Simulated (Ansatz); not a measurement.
# ZnSe (Stilleite, F-43m): the dielectric response against the k mesh

Aim: how dense a k mesh do ε∞ and the zone-centre modes of ZnSe (Stilleite, F-43m) need?

Method: DFT LDA, scalar-relativistic, plane waves, PAW; PAW set soft_1, in Ansatz 0.2.0.

### Step 1. Starting point

Symmetry: F-43m, No. 216, cubic system. The conventional cell has a = 5.668 Å, b = 5.668 Å, c = 5.668 Å, α = 90.00°, β = 90.00°, γ = 90.00°. Zn has 4 Se at 2.45 Å nearest. Nearest to Se lie 4 Zn at 2.45 Å. Farther neighbours, and contacts between anions beyond the nearest, are not listed.

### Step 2. Bringing the structure to rest

The cell and atoms are relaxed, since residual forces and stress would shift the frequencies.

Input file input.yaml:

```yaml
crystal:
  lattice:
    - [0.0, 2.8338, 2.8338]
    - [2.8338, 0.0, 2.8338]
    - [2.8338, 2.8338, 0.0]
  atoms:
    - { symbol: Zn, position: [0.0, 0.0, 0.0] }
    - { symbol: Se, position: [0.75, 0.75, 0.75] }
kpoints:
  mp_grid: { grid: [8, 8, 8] }
hamiltonian:
  xc: lda
  pseudopotentials: { kind: paw, azcp: { folder: soft_1 }, xc_functional: pbe }
scf:
  occupations: { method: gaussian, width: 0.02 }
output:
  forces: true
  stress: true
  eigenvalues: true
relax:
  adjacent_minimum: "off"
  f_tol: 0.005
  max_steps: 80
  cell: { stress_tol: 0.05 }
```

The run is started by

```bash
$ ansatz run input.yaml --threads 4 --pin off --max-ram 10240MiB --backend cpu --events-out ev --progress --plain --runs-dir out
```

Standard output:

```text
Engine: ansatz 0.2.0, x86_64-unknown-linux-gnu
Pseudopotentials: kind: paw
Pseudopotential: Zn, paw, valence charge 12, recommended cutoff 420 eV (normal), soft_1/Zn.paw.azcp
Pseudopotential: Se, paw, valence charge 16, recommended cutoff 420 eV (normal), soft_1/Se.paw.azcp
Functional definition: SPW92
  exchange = slater_x
  correlation = pw_c
Crystal: 2 atoms, lattice volume = 45.513 Å³
Basis set: ecut = 420 eV, 893 PW (Γ)
Bands: 18, of which v1, the nominal top of the filled ones, is band 14 counted from 1 (13 counted from 0)
Symmetry: 24 space group operations
Space group: F-43m (ITA 216), of the structure as read, at distance tolerance 3.6e-5 Å
k-points: 29 of 512 (time reversal used)
Non-local potential: Zn, projectors of the file, l = 0: 2, l = 1: 2, l = 2: 3, l = 3: 1
Non-local potential: Se, projectors of the file, l = 0: 2, l = 1: 2, l = 2: 3, l = 3: 1
PAW form: soft (Blöchl's): semilocal exchange-correlation on the pseudo side does not see the compensation charge
PAW frozen core: Zn, regenerated for the run's functional, and the local potential with it (the file was generated under x = pbe(κ = 0.804, μ = 0.219515), c = pbe(β = 0.066725))
PAW frozen core: Se, regenerated for the run's functional, and the local potential with it (the file was generated under x = pbe(κ = 0.804, μ = 0.219515), c = pbe(β = 0.066725))
PAW one-centre angular grid: Zn, 590 points (default); XC on 64 Gauss nodes
PAW one-centre angular grid: Se, 590 points (default); XC on 64 Gauss nodes
Initial density: superposition of atomic densities (chi_scale 0.1, normalization cell, long waves kept (reshape's long-wave potential 0.00 eV rms))
Initial wavefunctions: pseudopotential atomic-orbital guess
Functional: x = slater, c = lda
SCF iter   1: F=—  HF=-8631.193118 eV  |F-HF|=—  |Δ(HF+E_count)|=         —  Δρ=5.91e-2  dr2=1.02e0  ethr=3.10e-3  ⟨swp⟩=6.0  Hψ=2823  notcnv=0
preconditioner: auto → none  [insulator: Δε(μ)=0.970 eV  Ē_g=12.766 eV  σ=0.020 eV  W_gap=1.00  n_scr=14 (ndim 8)  ℏωp=23.4 eV  f_vac=0.060  D(μ)=0.00/eV (n_scr^D=0)  ε∞_Penn≈4.3]
SCF iter   2: F=—  HF=-8630.931880 eV  |F-HF|=—  |Δ(HF+E_count)|=   2.61e-1  Δρ=2.61e-2  dr2=1.99e-1  ethr=3.10e-3  ⟨swp⟩=3.0  Hψ=1208  notcnv=0
SCF iter   3: F=—  HF=-8630.841630 eV  |F-HF|=—  |Δ(HF+E_count)|=   9.02e-2  Δρ=1.14e-2  dr2=3.08e-2  ethr=7.10e-4  ⟨swp⟩=2.1  Hψ=1096  notcnv=0
SCF iter   4: F=—  HF=-8630.833767 eV  |F-HF|=—  |Δ(HF+E_count)|=   7.86e-3  Δρ=2.82e-3  dr2=2.01e-3  ethr=1.10e-4  ⟨swp⟩=2.1  Hψ=1107  notcnv=0
SCF iter   5: F=—  HF=-8630.833979 eV  |F-HF|=—  |Δ(HF+E_count)|=   2.12e-4  Δρ=1.07e-3  dr2=3.38e-4  ethr=7.16e-6  ⟨swp⟩=2.0  Hψ=899  notcnv=0
SCF iter   6: F=—  HF=-8630.834060 eV  |F-HF|=—  |Δ(HF+E_count)|=   8.11e-5  Δρ=5.72e-5  dr2=1.14e-6  ethr=1.21e-6  ⟨swp⟩=2.4  Hψ=928  notcnv=0
SCF iter   7: F=—  HF=-8630.834059 eV  |F-HF|=—  |Δ(HF+E_count)|=   1.28e-6  Δρ=1.94e-5  dr2=1.51e-7  ethr=3.57e-10  ⟨swp⟩=6.7  Hψ=2973  notcnv=0
SCF iter   8: F=-8630.834059 eV  HF=-8630.834059 eV  |F-HF|=6.50e-9  |Δ(HF+E_count)|=   5.62e-8  Δρ=6.50e-6  dr2=9.93e-9  ethr=3.57e-10  ⟨swp⟩=4.5  Hψ=1749  notcnv=0
SCF 1 converged in 8 iterations: F = -8630.834059 eV  dr2 = 9.93e-9
  greatest PAW one-centre occupation: 1.000 electrons in one spin orbital (limit 2), on the Se atom at site 1 (counted from 0), in its partial waves of l = 2
relax step   1: F+E_penalty+E_count = -8630.83405861 eV  Δ(F+E_penalty+E_count) = +0.000e0 eV  max|allowed force component| = 1.081e-16 eV/Å  Δτ_max = 0.0000 Å  P = -3.400 GPa  Ω = 45.513 Å³  (8 SCF iters, dr2 threshold 1.00e-7 eV, accepted)
Crystal: 2 atoms, lattice volume = 43.679 Å³
Basis set: ecut = 420 eV, 869 PW (Γ)
Initial density: handed on by an earlier stage of this run
Initial wavefunctions: those handed on with the density
iter 1 solved again at ethr=3.73e-6 eV; its pass at ethr=3.10e-3 eV (dr2=1.04e-3 eV) is discarded
SCF iter   1: F=—  HF=-8630.859866 eV  |F-HF|=—  |Δ(HF+E_count)|=         —  Δρ=1.41e-3  dr2=1.03e-3  ethr=3.73e-6  ⟨swp⟩=2.7  Hψ=3477  notcnv=0
preconditioner: auto → none  [insulator: Δε(μ)=1.195 eV  Ē_g=12.093 eV  σ=0.020 eV  W_gap=1.00  n_scr=14 (ndim 8)  ℏωp=23.8 eV  f_vac=0.088  D(μ)=0.00/eV (n_scr^D=0)  ε∞_Penn≈4.9]
SCF iter   2: F=—  HF=-8630.859547 eV  |F-HF|=—  |Δ(HF+E_count)|=   3.19e-4  Δρ=7.16e-4  dr2=1.56e-4  ethr=3.67e-6  ⟨swp⟩=2.9  Hψ=861  notcnv=0
SCF iter   3: F=—  HF=-8630.859529 eV  |F-HF|=—  |Δ(HF+E_count)|=   1.86e-5  Δρ=5.16e-4  dr2=7.28e-5  ethr=5.59e-7  ⟨swp⟩=2.0  Hψ=756  notcnv=0
SCF iter   4: F=—  HF=-8630.859497 eV  |F-HF|=—  |Δ(HF+E_count)|=   3.15e-5  Δρ=8.28e-5  dr2=1.45e-6  ethr=2.60e-7  ⟨swp⟩=2.0  Hψ=754  notcnv=0
SCF iter   5: F=-8630.859497 eV  HF=-8630.859497 eV  |F-HF|=8.65e-9  |Δ(HF+E_count)|=   4.62e-8  Δρ=1.05e-5  dr2=3.85e-8  ethr=7.14e-10  ⟨swp⟩=6.2  Hψ=2506  notcnv=0
SCF 2 converged in 5 iterations: F = -8630.859497 eV  dr2 = 3.85e-8
relax step   2: F+E_penalty+E_count = -8630.85949722 eV  Δ(F+E_penalty+E_count) = -2.544e-2 eV  max|allowed force component| = 2.804e-17 eV/Å  Δτ_max = 0.0000 Å  P = -0.866 GPa  Ω = 43.679 Å³  energy of the carried Pulay correction = +4.408e-4 eV  (5 SCF iters, dr2 threshold 2.00e-7 eV, accepted)
Crystal: 2 atoms, lattice volume = 43.085 Å³
iter 1 solved again at ethr=5.19e-7 eV; its pass at ethr=3.10e-3 eV (dr2=1.45e-4 eV) is discarded
SCF iter   1: F=—  HF=-8630.861142 eV  |F-HF|=—  |Δ(HF+E_count)|=         —  Δρ=4.84e-4  dr2=1.14e-4  ethr=5.19e-7  ⟨swp⟩=3.4  Hψ=3411  notcnv=0
preconditioner: auto → none  [insulator: Δε(μ)=1.252 eV  Ē_g=12.155 eV  σ=0.020 eV  W_gap=1.00  n_scr=14 (ndim 8)  ℏωp=24.0 eV  f_vac=0.088  D(μ)=0.00/eV (n_scr^D=0)  ε∞_Penn≈4.9]
SCF iter   2: F=—  HF=-8630.861107 eV  |F-HF|=—  |Δ(HF+E_count)|=   3.46e-5  Δρ=2.38e-4  dr2=1.81e-5  ethr=4.09e-7  ⟨swp⟩=1.5  Hψ=649  notcnv=0
SCF iter   3: F=—  HF=-8630.861105 eV  |F-HF|=—  |Δ(HF+E_count)|=   2.39e-6  Δρ=1.59e-4  dr2=6.42e-6  ethr=6.46e-8  ⟨swp⟩=2.0  Hψ=769  notcnv=0
SCF iter   4: F=-8630.861102 eV  HF=-8630.861102 eV  |F-HF|=4.75e-8  |Δ(HF+E_count)|=   2.82e-6  Δρ=2.65e-5  dr2=1.59e-7  ethr=7.14e-10  ⟨swp⟩=4.3  Hψ=2688  notcnv=0
SCF 3 converged in 4 iterations: F = -8630.861102 eV  dr2 = 1.59e-7
relax step   3: F+E_penalty+E_count = -8630.86110187 eV  Δ(F+E_penalty+E_count) = -1.605e-3 eV  max|allowed force component| = 4.438e-17 eV/Å  Δτ_max = 0.0000 Å  P = +0.091 GPa  Ω = 43.085 Å³  energy of the carried Pulay correction = +5.874e-4 eV  (4 SCF iters, dr2 threshold 2.00e-7 eV, accepted)
[...]
relax step   4: F+E_penalty+E_count = -8630.86110361 eV  Δ(F+E_penalty+E_count) = -1.739e-6 eV  max|allowed force component| = 5.999e-17 eV/Å  Δτ_max = 0.0000 Å  P = -0.002 GPa  Ω = 43.141 Å³  energy of the carried Pulay correction = +5.735e-4 eV  (4 SCF iters, dr2 threshold 2.07e-8 eV, accepted)
Initial wavefunctions: pseudopotential atomic-orbital guess (no wavefunctions were taken with the density)
iter 1 solved again at ethr=1.11e-7 eV; its pass at ethr=3.10e-3 eV (dr2=3.11e-5 eV) is discarded
SCF iter   1: F=—  HF=-8630.860507 eV  |F-HF|=—  |Δ(HF+E_count)|=         —  Δρ=9.13e-5  dr2=1.14e-6  ethr=1.11e-7  ⟨swp⟩=3.4  Hψ=4457  notcnv=0
preconditioner: auto → none  [insulator: Δε(μ)=1.247 eV  Ē_g=12.143 eV  σ=0.020 eV  W_gap=1.00  n_scr=14 (ndim 8)  ℏωp=24.0 eV  f_vac=0.093  D(μ)=0.00/eV (n_scr^D=0)  ε∞_Penn≈4.9]
SCF iter   2: F=—  HF=-8630.860506 eV  |F-HF|=—  |Δ(HF+E_count)|=   1.10e-6  Δρ=1.08e-4  dr2=2.16e-6  ethr=4.08e-9  ⟨swp⟩=2.0  Hψ=913  notcnv=0
SCF iter   3: F=—  HF=-8630.860506 eV  |F-HF|=—  |Δ(HF+E_count)|=   7.07e-7  Δρ=8.26e-5  dr2=1.73e-6  ethr=4.08e-9  ⟨swp⟩=2.0  Hψ=756  notcnv=0
SCF iter   4: F=—  HF=-8630.860505 eV  |F-HF|=—  |Δ(HF+E_count)|=   8.98e-7  Δρ=5.17e-6  dr2=5.99e-9  ethr=4.08e-9  ⟨swp⟩=2.0  Hψ=754  notcnv=0
SCF iter   5: F=—  HF=-8630.860505 eV  |F-HF|=—  |Δ(HF+E_count)|=  9.70e-10  Δρ=1.27e-6  dr2=3.00e-10  ethr=2.14e-11  ⟨swp⟩=2.1  Hψ=771  notcnv=0
SCF iter   6: F=-8630.860505 eV  HF=-8630.860505 eV  |F-HF|=3.64e-12  |Δ(HF+E_count)|=  4.37e-11  Δρ=1.36e-7  dr2=3.14e-12  ethr=1.00e-12  ⟨swp⟩=4.7  Hψ=2711  notcnv=0
SCF 5 converged in 6 iterations: F = -8630.860505 eV  dr2 = 3.14e-12
relax step   5: F+E_penalty+E_count = -8630.86050545 eV  Δ(F+E_penalty+E_count) = +5.982e-4 eV  max|allowed force component| = 2.891e-17 eV/Å  Δτ_max = 0.0000 Å  P = -0.001 GPa  Ω = 43.141 Å³  stress off target by 1.32e-3 GPa  SCF on the basis re-selected at this cell (its energy is not comparable with the rows above)  (6 SCF iters)
basis re-selected at this cell: Δ(F+E_penalty+E_count) = +5.982e-4 eV, ΔP = +0.000 GPa vs the last step (what re-selecting the basis moved, of the pressure what is left beyond the Pulay correction that the steps carried, after the strain that the cell walked since its last selection, with what the two solves' SCF thresholds leave and, on support functions, any second-order correction that the steps lacked; it is no m [...]
SCF converged after 6 iterations
Free energy (F): -8630.860505 eV
Harris-Foulkes:  -8630.860505 eV  (|F-HF|=3.64e-12)
Internal energy: -8630.860505 eV  (E = F + TS)
E sigma→0 (E₀):  -8630.860505 eV
Fermi energy:    7.581289 eV
--- Per-component energies (eV) ---
  E_band       = -384.550069
  E_kinetic    = 260.690700
  E_local      = -4768.654488  (includes V_loc(G=0)·N_el)
  E_nonlocal   = 471.746359
  E_hartree    = 2205.772138
  E_xc         = -163.143351
  E_vxc        = -143.022941  (∫ρ·V_xc dr)
  E_paw        = -3871.107931  (= ΣΔE_a)
  E_vpaw       = -616.853433  (= ΣTr[D̂ρ^β])
  E_aug_tail   = -0.000619  (compensation charges beyond the density's cutoff)
  E_ewald      = -2769.937815
  E_core_change = 3.774503  (= ΣΔE_core)
  E_smearing   = -0.000000  (= −TS)
  E_closure    = 0.000000  (closes the sum)
  Σ components = -8630.860505   (vs F -8630.860505, Δ=0.00e0)
--- Forces (eV/Å), atoms counted from 1 ---
  atom   1  Zn    -0.00000000     0.00000000     0.00000000
  atom   2  Se     0.00000000    -0.00000000    -0.00000000
  max |Σ_I F_I| component: 5.32e-17 eV/Å
--- Stress (GPa, compression-positive) ---
       -0.001325       0.000000       0.000000
       -0.000000      -0.001325       0.000000
        0.000000       0.000000      -0.001325
  P = ⅓ Tr σ = -0.0013 GPa (-0.013 kbar)
--- Band table (eV; the first three rows and the last of 29) ---
  k-point 0: bands = [... 10 lower, 0.5018, 6.9580, 6.9580, 6.9580, 8.2043, 12.6540, 12.6540, 12.6540]
  k-point 1: bands = [... 10 lower, 0.5000, 5.5432, 6.7882, 6.7882, 9.2300, 12.6069, 12.9272, 12.9272]
  k-point 2: bands = [... 10 lower, 0.5015, 3.7030, 6.4295, 6.4295, 9.6493, 13.3241, 13.3241, 13.5120]
  k-point 28: bands = [... 10 lower, 0.8476, 1.9407, 3.9332, 4.0000, 12.3062, 12.6439, 13.8860, 14.5191]
--- Relaxed structure (4 steps of the walk, 4 accepted, 1 SCFs on fresh bases) ---
  F+E_penalty+E_count = -8630.86050545 eV   max|allowed force component| = 2.891e-17 eV/Å   (the final SCF, on the basis selected at the relaxed cell)
  cell:  # Å, volume = 43.1406 Å³
    - [0, 2.783675, 2.783675]
    - [2.783675, 0, 2.783675]
    - [2.783675, 2.783675, 0]
  atoms:
    - { symbol: Zn, position: [0, 0, 0] }
    - { symbol: Se, position: [0.75, 0.75, 0.75] }
```

Run time: 3.1 s. Hardware: 4 threads of AMD EPYC 7B13 (Zen 3), shared host; peak memory 0.42 GiB; 10 s of CPU time.

Relaxation path:

```tsv
step	energy less that of the first step (eV)	largest force component (eV/Å)	pressure (GPa)	volume (Å³)
1	0.0000	0.0000	-3.40	45.51
2	-0.0254	0.0000	-0.87	43.68
3	-0.0270	0.0000	0.09	43.08
4	-0.0270	0.0000	0.00	43.14
5*	-0.0264	0.0000	0.00	43.14
```

Relaxation steps marked * repeat the geometry before them on a plane-wave basis chosen anew for their cell, so energy and pressure can jump there.

Forces are held to the 24 operations that the program found; a distortion that breaks them can't arise in this run.

```tsv
conventional cell, symmetrised	before	after	change
a (Å)	5.668	5.567	-1.8 %
b (Å)	5.668	5.567	-1.8 %
c (Å)	5.668	5.567	-1.8 %
volume (Å³/atom)	22.76	21.57	-5.2 %
```

Final coordinates:

```xyz
2
Lattice="0.0000 2.7837 2.7837 2.7837 0.0000 2.7837 2.7837 2.7837 0.0000" Properties=species:S:1:pos:R:3 pbc="T T T"
Zn    0.0000    0.0000    0.0000
Se    4.1755    4.1755    4.1755
```

Numbers from this step:

```
pressure          : -0.001325 GPa
gap on the k-mesh : 1.246 eV
volume per atom   : 21.57 Å³
```

In this step the volume went from 22.76 to 21.57 Å³/atom.

### Step 3. Tight relaxation

Phonons need small forces and stress, so the relaxation is finished with tight tolerances on 8×8×8 k points.

input.yaml, the sections that differ from step 2:

```yaml
crystal:
  lattice:
    - [0.0, 2.7836754286, 2.7836754286]
    - [2.7836754286, 0.0, 2.7836754286]
    - [2.7836754286, 2.7836754286, 0.0]
  atoms:
    - { symbol: Zn, position: [0.0, 0.0, 0.0] }
    - { symbol: Se, position: [0.75, 0.75, 0.75] }
scf:
  occupations: { method: fixed }
relax:
  adjacent_minimum: "off"
  f_tol: 0.001
  max_steps: 60
  cell: { stress_tol: 0.01 }
# kpoints, hamiltonian, output: as in step 2
```

Standard output:

```text
[...]
Crystal: 2 atoms, lattice volume = 43.141 Å³
Basis set: ecut = 420 eV, 869 PW (Γ)
Bands: 18, of which v1, the nominal top of the filled ones, is band 14 counted from 1 (13 counted from 0)
Symmetry: 24 space group operations
[...]
k-points: 29 of 512 (time reversal used)
[...]
k-point 28: bands = [... 10 lower, 0.8476, 1.9407, 3.9332, 4.0000, 12.3062, 12.6439, 13.8860, 14.5191]
--- Relaxed structure (1 steps of the walk, 1 accepted, 1 SCFs on fresh bases) ---
[...]
cell:  # Å, volume = 43.1406 Å³
    - [0.0, 2.7836754286, 2.7836754286]
    - [2.7836754286, 0.0, 2.7836754286]
    - [2.7836754286, 2.7836754286, 0.0]
  atoms:
    - { symbol: Zn, position: [0.0, 0.0, 0.0] }
    - { symbol: Se, position: [0.75, 0.75, 0.75] }
[key lines of the parts left out:]
SCF converged after 6 iterations
Free energy (F): -8630.860505 eV
Fermi energy:    6.957966 eV
P = ⅓ Tr σ = -0.0013 GPa (-0.013 kbar)
```

Elapsed: 1.5 s, on 4 threads; peak memory 0.41 GiB.

Little changed from the start: no atom moved by 0.005 Å and no cell edge by 0.1 %.

This step gave:

```
pressure : -0.001324 GPa
```

The forces vanish by symmetry and the pressure is -0.001 GPa, within the tolerances set. The cell now holds 21.57 Å³/atom.

(Continued in part 2 of 2.)

[Long decimals in the printed logs are rounded to 6 places.]

[Logs are printed without paths, hosts, clocks, repeated set-up lines and the standing remarks that a program may print on its own settings, such as how far it seeks lower states.]

[Hosts, paths, dates, database ids (printed as entryN), source tags and the programs' standing remarks are cut or masked in the printed files.]
